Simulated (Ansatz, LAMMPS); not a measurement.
# Relaxing a frame of liquid ethanol from 300 K (108 atoms), part 2 of 3

How does a frame of liquid ethanol from 300 K (108 atoms) relax, and what do bonds, charges and levels look like afterwards?

Ansatz 0.2.0; Kohn-Sham DFT, PBE+D4, PAW (set soft_2), plane waves.

The cell: 24 C, 12 O and 72 H. The network of contacts between molecules at the start is that of the classical potential that made the cell. The density was typed from a rule of thumb and may lie off the real one at this temperature. The Brillouin zone is sampled at Γ only, in a cell whose shortest periodic width is 11 Å.

So far. Step 3 (Single point at the start): The r.m.s. force component of 0.85 eV/Å and the pressure of 2.1 GPa set the starting point.

## 4. Relaxation

With the cell held, the atoms are moved downhill towards a nearby minimum.

Input file input.yaml:

```yaml
crystal:
  lattice:
    - [10.51326, 0.0, 0.0]
    - [0.0, 10.51326, 0.0]
    - [0.0, 0.0, 10.51326]
  atoms:
    [... the 108 atom lines of step 3 ...]
kpoints:
  mp_grid: { grid: [1, 1, 1] }
hamiltonian:
  xc: pbe
  dispersion: d4
scf:
  occupations: { method: fixed }
output:
  forces: true
relax:
  f_tol: 0.05
  max_steps: 200
```

Started as:

```sh
$ ansatz run input.yaml --threads 4 --pin off --max-ram 8192MiB --backend cpu --events-out ev --progress --plain --runs-dir out
```

Numbers of over 12 decimals in the logs are rounded to 6 here.

What it wrote:

```text
[...]
Crystal: 108 atoms, lattice volume = 1162.016 Å³
Basis set: ecut = 420 eV, 22743 PW (Γ), exchange–correlation on 144×144×144 points (8 copies of the dense FFT grid, shifted against one another)
Bands: 228, of which v1, the nominal top of the filled ones, is band 120 counted from 1 (119 counted from 0)
Symmetry: 1 space group operations
[...]
k-points: 1
[...]
SCF iter   1: F=—  HF=-13985.564153 eV  |F-HF|=—  |Δ(HF+E_count)|=         —  Δρ=4.18e-3  dr2=3.17e-1  ethr=1.77e-3  ⟨swp⟩=5.0  Hψ=730  notcnv=0  defer=106
[...]
SCF iter   3: F=—  HF=-13985.494529 eV  |F-HF|=—  |Δ(HF+E_count)|=   3.17e-3  Δρ=9.67e-4  dr2=1.48e-2  ethr=2.68e-5  ⟨swp⟩=3.0  Hψ=243  notcnv=0  defer=30
automatic band count: iteration 3 solves 152 bands in place of 228: the levels show a gap, and the empty bands left out lie too high to hold charge; the band table lists the bands solved (type scf.n_extra_bands for more)
SCF iter   4: F=—  HF=-13985.494140 eV  |F-HF|=—  |Δ(HF+E_count)|=   3.88e-4  Δρ=3.91e-4  dr2=2.12e-3  ethr=6.18e-6  ⟨swp⟩=2.0  Hψ=266  notcnv=0  defer=30
[...]
SCF iter   6: F=-13985.493873 eV  HF=-13985.493886 eV  |F-HF|=1.34e-5  |Δ(HF+E_count)|=   2.79e-5  Δρ=4.95e-5  dr2=2.36e-5  ethr=2.60e-8  ⟨swp⟩=3.0  Hψ=594  notcnv=0
SCF 1 converged in 6 iterations: F = -13985.493873 eV  dr2 = 2.36e-5
[...]
relax step   1: F+E_penalty+E_count = -13985.49387314 eV  Δ(F+E_penalty+E_count) = +0.000e0 eV  max|allowed force component| = 3.120e0 eV/Å  Δτ_max = 0.0000 Å  (6 SCF iters, dr2 threshold 6.25e-5 eV, accepted)
[... from here on, the SCF cycles and remarks between the steps are left out ...]
relax step   2: F+E_penalty+E_count = -13988.97307022 eV  Δ(F+E_penalty+E_count) = -3.479e0 eV  max|allowed force component| = 1.159e0 eV/Å  Δτ_max = 0.1946 Å  (6 SCF iters, dr2 threshold 1.00e-4 eV, accepted)
relax step   3: F+E_penalty+E_count = -13989.69511222 eV  Δ(F+E_penalty+E_count) = -7.220e-1 eV  max|allowed force component| = 4.672e-1 eV/Å  Δτ_max = 0.1907 Å  (6 SCF iters, dr2 threshold 8.39e-5 eV, accepted)
relax step   4: F+E_penalty+E_count = -13990.00760430 eV  Δ(F+E_penalty+E_count) = -3.125e-1 eV  max|allowed force component| = 1.981e-1 eV/Å  Δτ_max = 0.2000 Å  (6 SCF iters, dr2 threshold 3.01e-5 eV, accepted)
relax step   5: F+E_penalty+E_count = -13990.15041430 eV  Δ(F+E_penalty+E_count) = -1.428e-1 eV  max|allowed force component| = 2.361e-1 eV/Å  Δτ_max = 0.1905 Å  (7 SCF iters, dr2 threshold 6.38e-6 eV, accepted)
relax step   6: F+E_penalty+E_count = -13990.23657460 eV  Δ(F+E_penalty+E_count) = -8.616e-2 eV  max|allowed force component| = 1.933e-1 eV/Å  Δτ_max = 0.1954 Å  (7 SCF iters, dr2 threshold 1.00e-5 eV, accepted)
relax step   7: F+E_penalty+E_count = -13990.30656929 eV  Δ(F+E_penalty+E_count) = -6.999e-2 eV  max|allowed force component| = 1.988e-1 eV/Å  Δτ_max = 0.1965 Å  (6 SCF iters, dr2 threshold 2.51e-5 eV, accepted)
relax step   8: F+E_penalty+E_count = -13990.35682883 eV  Δ(F+E_penalty+E_count) = -5.026e-2 eV  max|allowed force component| = 2.152e-1 eV/Å  Δτ_max = 0.1956 Å  (6 SCF iters, dr2 threshold 2.65e-5 eV, accepted)
relax step   9: F+E_penalty+E_count = -13990.39183714 eV  Δ(F+E_penalty+E_count) = -3.501e-2 eV  max|allowed force component| = 2.390e-1 eV/Å  Δτ_max = 0.1923 Å  (6 SCF iters, dr2 threshold 4.63e-5 eV, accepted)
relax step  10: F+E_penalty+E_count = -13990.42001044 eV  Δ(F+E_penalty+E_count) = -2.817e-2 eV  max|allowed force component| = 2.412e-1 eV/Å  Δτ_max = 0.1538 Å  (6 SCF iters, dr2 threshold 5.71e-5 eV, accepted)
relax step  11: F+E_penalty+E_count = -13990.44469289 eV  Δ(F+E_penalty+E_count) = -2.468e-2 eV  max|allowed force component| = 1.850e-1 eV/Å  Δτ_max = 0.1245 Å  (6 SCF iters, dr2 threshold 5.82e-5 eV, accepted)
relax step  12: F+E_penalty+E_count = -13990.46924006 eV  Δ(F+E_penalty+E_count) = -2.455e-2 eV  max|allowed force component| = 9.256e-2 eV/Å  Δτ_max = 0.1956 Å  (6 SCF iters, dr2 threshold 2.01e-5 eV, accepted)
relax step  13: F+E_penalty+E_count = -13990.48139053 eV  Δ(F+E_penalty+E_count) = -1.215e-2 eV  max|allowed force component| = 1.534e-1 eV/Å  Δτ_max = 0.1948 Å  (9 SCF iters, accepted)
relax step  14: F+E_penalty+E_count = -13990.49048020 eV  Δ(F+E_penalty+E_count) = -9.090e-3 eV  max|allowed force component| = 1.690e-1 eV/Å  Δτ_max = 0.1430 Å  (7 SCF iters, dr2 threshold 5.89e-6 eV, accepted)
relax step  15: F+E_penalty+E_count = -13990.50094168 eV  Δ(F+E_penalty+E_count) = -1.046e-2 eV  max|allowed force component| = 2.190e-1 eV/Å  Δτ_max = 0.1946 Å  (6 SCF iters, dr2 threshold 2.86e-5 eV, accepted)
relax step  16: F+E_penalty+E_count = -13990.50941140 eV  Δ(F+E_penalty+E_count) = -8.470e-3 eV  max|allowed force component| = 2.157e-1 eV/Å  Δτ_max = 0.1228 Å  (5 SCF iters, dr2 threshold 4.80e-5 eV, accepted)
relax step  17: F+E_penalty+E_count = -13990.51790686 eV  Δ(F+E_penalty+E_count) = -8.495e-3 eV  max|allowed force component| = 2.437e-1 eV/Å  Δτ_max = 0.1346 Å  (5 SCF iters, dr2 threshold 4.51e-5 eV, accepted)
relax step  18: F+E_penalty+E_count = -13990.52402278 eV  Δ(F+E_penalty+E_count) = -6.116e-3 eV  max|allowed force component| = 2.431e-1 eV/Å  Δτ_max = 0.1347 Å  (5 SCF iters, dr2 threshold 5.76e-5 eV, accepted)
relax step  19: F+E_penalty+E_count = -13990.52952499 eV  Δ(F+E_penalty+E_count) = -5.502e-3 eV  max|allowed force component| = 1.976e-1 eV/Å  Δτ_max = 0.1118 Å  (5 SCF iters, dr2 threshold 5.88e-5 eV, accepted)
relax step  20: F+E_penalty+E_count = -13990.53576917 eV  Δ(F+E_penalty+E_count) = -6.244e-3 eV  max|allowed force component| = 1.360e-1 eV/Å  Δτ_max = 0.1232 Å  (5 SCF iters, dr2 threshold 2.58e-5 eV, accepted)
relax step  21: F+E_penalty+E_count = -13990.54217260 eV  Δ(F+E_penalty+E_count) = -6.403e-3 eV  max|allowed force component| = 1.167e-1 eV/Å  Δτ_max = 0.1379 Å  (6 SCF iters, dr2 threshold 8.76e-6 eV, accepted)
relax step  22: F+E_penalty+E_count = -13990.54632128 eV  Δ(F+E_penalty+E_count) = -4.149e-3 eV  max|allowed force component| = 1.508e-1 eV/Å  Δτ_max = 0.1955 Å  (6 SCF iters, dr2 threshold 6.45e-6 eV, accepted)
relax step  23: F+E_penalty+E_count = -13990.55025793 eV  Δ(F+E_penalty+E_count) = -3.937e-3 eV  max|allowed force component| = 1.831e-1 eV/Å  Δτ_max = 0.0541 Å  (5 SCF iters, dr2 threshold 1.67e-5 eV, accepted)
relax step  24: F+E_penalty+E_count = -13990.55642910 eV  Δ(F+E_penalty+E_count) = -6.171e-3 eV  max|allowed force component| = 1.472e-1 eV/Å  Δτ_max = 0.1008 Å  (5 SCF iters, dr2 threshold 3.35e-5 eV, accepted)
relax step  25: F+E_penalty+E_count = -13990.56244196 eV  Δ(F+E_penalty+E_count) = -6.013e-3 eV  max|allowed force component| = 1.490e-1 eV/Å  Δτ_max = 0.2000 Å  (6 SCF iters, dr2 threshold 1.40e-5 eV, accepted)
relax step  26: F+E_penalty+E_count = -13990.56545001 eV  Δ(F+E_penalty+E_count) = -3.008e-3 eV  max|allowed force component| = 1.314e-1 eV/Å  Δτ_max = 0.0402 Å  (5 SCF iters, dr2 threshold 1.43e-5 eV, accepted)
relax step  27: F+E_penalty+E_count = -13990.56917502 eV  Δ(F+E_penalty+E_count) = -3.725e-3 eV  max|allowed force component| = 1.045e-1 eV/Å  Δτ_max = 0.0644 Å  (5 SCF iters, dr2 threshold 1.34e-5 eV, accepted)
relax step  28: F+E_penalty+E_count = -13990.57295855 eV  Δ(F+E_penalty+E_count) = -3.784e-3 eV  max|allowed force component| = 7.953e-2 eV/Å  Δτ_max = 0.1130 Å  (6 SCF iters, dr2 threshold 6.91e-6 eV, accepted)
relax step  29: F+E_penalty+E_count = -13990.57212005 eV  Δ(F+E_penalty+E_count) = +8.385e-4 eV  max|allowed force component| = 1.569e-1 eV/Å  Δτ_max = 0.1766 Å  (7 SCF iters, dr2 threshold 3.66e-6 eV, rejected (line search))
relax step  30: F+E_penalty+E_count = -13990.57585056 eV  Δ(F+E_penalty+E_count) = -2.892e-3 eV  max|allowed force component| = 6.935e-2 eV/Å  Δτ_max = 0.0860 Å  (9 SCF iters, accepted)
relax step  31: F+E_penalty+E_count = -13990.57720436 eV  Δ(F+E_penalty+E_count) = -1.354e-3 eV  max|allowed force component| = 6.068e-2 eV/Å  Δτ_max = 0.0855 Å  (7 SCF iters, dr2 threshold 2.79e-6 eV, accepted)
relax step  32: F+E_penalty+E_count = -13990.57800514 eV  Δ(F+E_penalty+E_count) = -8.008e-4 eV  max|allowed force component| = 4.803e-2 eV/Å  Δτ_max = 0.0266 Å  (5 SCF iters, dr2 threshold 2.80e-6 eV, accepted)
relax step  33: F+E_penalty+E_count = -13990.57800558 eV  Δ(F+E_penalty+E_count) = -4.444e-7 eV  max|allowed force component| = 4.787e-2 eV/Å  Δτ_max = 0.0000 Å  (4 SCF iters, accepted)
relax step  34: F+E_penalty+E_count = -13990.57941747 eV  Δ(F+E_penalty+E_count) = -1.412e-3 eV  max|allowed force component| = 2.110e-2 eV/Å  Δτ_max = 0.0965 Å  (9 SCF iters, accepted)
SCF converged after 9 iterations
Free energy (F): -13990.579417 eV
[...]
Internal energy: -13990.579417 eV  (E = F + TS)
E sigma→0 (E₀):  -13990.579417 eV
Fermi energy:    -1.963914 eV
[...]
--- Forces (eV/Å), atoms counted from 1 ---
  atom   1  C      0.00096301     0.00034707    -0.00069100
  atom   2  C     -0.00149291     0.00423634    -0.00496826
  atom   3  O      0.00073670    -0.00436886     0.00510099
  atom   4  H      0.00063920    -0.00029780     0.00061984
  atom   5  H     -0.00034118    -0.00085925     0.00000551
  atom   6  H      0.00006205    -0.00024753    -0.00067100
  atom   7  H     -0.00000574    -0.00195579     0.00027660
  atom   8  H      0.00132621    -0.00073293     0.00111727
  atom   9  H      0.00081032     0.00394159    -0.00130960
  atom  10  C      0.00499211     0.00535587    -0.00439675
  atom  11  C     -0.01788402     0.00770586     0.00550086
  atom  12  O      0.01852839    -0.02110299    -0.00875543
  atom  13  H     -0.00550401     0.00269735    -0.00047050
  atom  14  H      0.00730438    -0.00036931     0.00574410
[...]
atom 107  H     -0.00097232    -0.00129042     0.00063756
  atom 108  H      0.00120127     0.00080096    -0.00388580
  max |Σ_I F_I| component: 3.25e-5 eV/Å
--- Relaxed structure (34 steps of the walk, 33 accepted, 0 SCFs on fresh bases) ---
  F+E_penalty+E_count = -13990.57941747 eV   max|allowed force component| = 2.110e-2 eV/Å
  atoms:
    - { symbol: C, position: [0.835627, 0.533302, 0.902563] }
    - { symbol: C, position: [0.767417, 0.583362, 0.020046] }
    - { symbol: O, position: [0.783684, 0.503996, 0.129061] }
    - { symbol: H, position: [0.937921, 0.522149, 0.920895] }
[...]
- { symbol: H, position: [0.926939, 0.488535, 0.197881] }
```

The job ended after 3.4 min (4 threads of Arm Neoverse V1, shared host; peak memory 1 GiB; 13 min of CPU time).

The steps of the relaxation (22 of 34):

```csv
step,energy less that of the first step (eV),largest force component (eV/Å)
1,0.0000,3.1204
3,-4.2012,0.4672
4,-4.5137,0.1981
6,-4.7427,0.1933
7,-4.8127,0.1988
9,-4.8980,0.2390
10,-4.9261,0.2412
12,-4.9754,0.0926
14,-4.9966,0.1690
15,-5.0071,0.2190
17,-5.0240,0.2437
18,-5.0302,0.2431
20,-5.0419,0.1360
21,-5.0483,0.1167
23,-5.0564,0.1831
25,-5.0686,0.1490
26,-5.0716,0.1314
28,-5.0791,0.0795
29,-5.0782,0.1569
31,-5.0833,0.0607
32,-5.0841,0.0480
34,-5.0855,0.0211
```

Relaxation step 29 was tried and not accepted.

The atoms that moved most (Å):

```csv
atom,dx,dy,dz,length
H98,-1.122,-1.490,0.770,2.018
H51,-0.736,1.611,-0.683,1.898
H50,-1.221,1.326,0.245,1.819
H70,-1.306,0.850,0.895,1.797
H85,1.544,0.340,-0.712,1.734
H6,1.030,-1.317,-0.185,1.682
H87,0.855,1.370,-0.127,1.620
H35,-0.642,-1.157,0.879,1.589
```

The relaxation changed the energy by -47.1 meV/atom, and atoms moved by 0.93 Å r.m.s., 2.0 Å at most.

## 5. Local order after relaxation

Bonds before and after, by the cutoffs listed below:

```csv
pair,bonds before,bonds after,mean before (Å),mean after (Å),spread before (Å),spread after (Å)
H-C,60,60,1.092,1.100,0.030,0.002
H-O,12,12,0.981,0.995,0.019,0.008
C-C,12,12,1.508,1.520,0.027,0.003
C-O,12,12,1.430,1.435,0.034,0.005
```

Density 0.79 g/cm³, 10.76 Å³ an atom.

g(r), total and by pair (bins of 0.2 Å):

```csv
r (Å),total,H-H,H-C,H-O,C-C,C-O,O-O
0.90,0.58,0.00,0.00,3.94,0.00,0.00,0.00
1.10,4.37,0.00,13.49,2.54,0.00,0.00,0.00
1.30,0.00,0.00,0.00,0.00,0.00,0.00,0.00
1.50,0.88,0.00,0.00,0.00,8.30,9.50,0.00
1.70,1.43,2.71,0.00,1.50,0.00,0.00,0.00
1.90,0.29,0.00,0.69,0.59,0.00,0.00,0.00
2.10,1.51,0.04,3.53,3.04,0.00,0.00,0.00
2.30,0.35,0.80,0.00,0.00,0.00,0.00,0.00
2.50,1.06,1.97,0.04,0.08,0.00,3.18,0.00
2.70,1.06,1.07,0.66,2.03,0.00,0.00,7.13
2.90,0.62,0.96,0.19,0.70,0.00,0.00,3.11
3.10,0.75,1.27,0.41,0.43,0.00,0.00,0.00
3.30,0.92,0.81,1.01,1.55,0.00,0.58,0.00
3.50,0.94,0.68,1.10,1.50,0.00,1.71,0.00
3.70,0.87,0.85,0.88,0.66,0.11,2.60,0.00
3.90,0.98,0.99,1.09,0.46,1.76,1.17,0.85
4.10,0.87,0.87,0.83,0.93,1.16,0.96,0.00
4.30,1.02,0.99,0.94,1.09,1.73,0.69,1.73
4.50,1.11,1.11,1.07,1.24,1.75,0.55,0.62
4.70,1.06,0.97,1.14,1.17,1.17,1.01,0.59
4.90,1.07,1.08,1.27,0.69,1.26,0.87,1.07
5.10,1.06,1.08,1.11,0.99,1.16,0.99,0.24
```

Bonds by pair of elements; cutoffs follow the first minimum of g(r), held within bounds set by covalent radii, and pairs that aren't listed don't count as bonded:

```csv
pair A-B,cutoff (Å),bonds,mean length (Å),spread (Å),shortest (Å),B about A,A about B
H-C,1.34,60,1.1,0.002,1.10,0.833,2.5
H-O,1.21,12,0.995,0.008,0.982,0.167,1
C-C,1.85,12,1.52,0.003,1.51,1,1
C-O,1.73,12,1.44,0.005,1.43,0.5,1
```

How many atoms have how many bonded neighbours:

```csv
element,mean,1,2,4
C,4,0,0,24
H,1,72,0,0
O,2,0,12,0
```

Bond angles (no mean is given where the spread exceeds 20°):

```csv
angle,count,mean (°),spread (°)
C-C-H,60,111,0.4
H-C-H,48,108,0.5
H-C-O,24,108,1.7
C-C-O,12,112,1.5
C-O-H,12,108,0.9
```

With the cutoffs above, all C atoms have 4, all H atoms have 1 and all O atoms have 2 bonded neighbours. The C-C-H angle averages 111° with a spread of 0.4°.

(Continued in part 3 of 3.)

[Logs are printed without paths, hosts, clocks, repeated set-up lines and the standing remarks that a program may print on its own settings, such as how far it seeks lower states.]

[Hosts, paths, dates, database ids (printed as entryN), source tags and the programs' standing remarks are cut or masked in the printed files.]
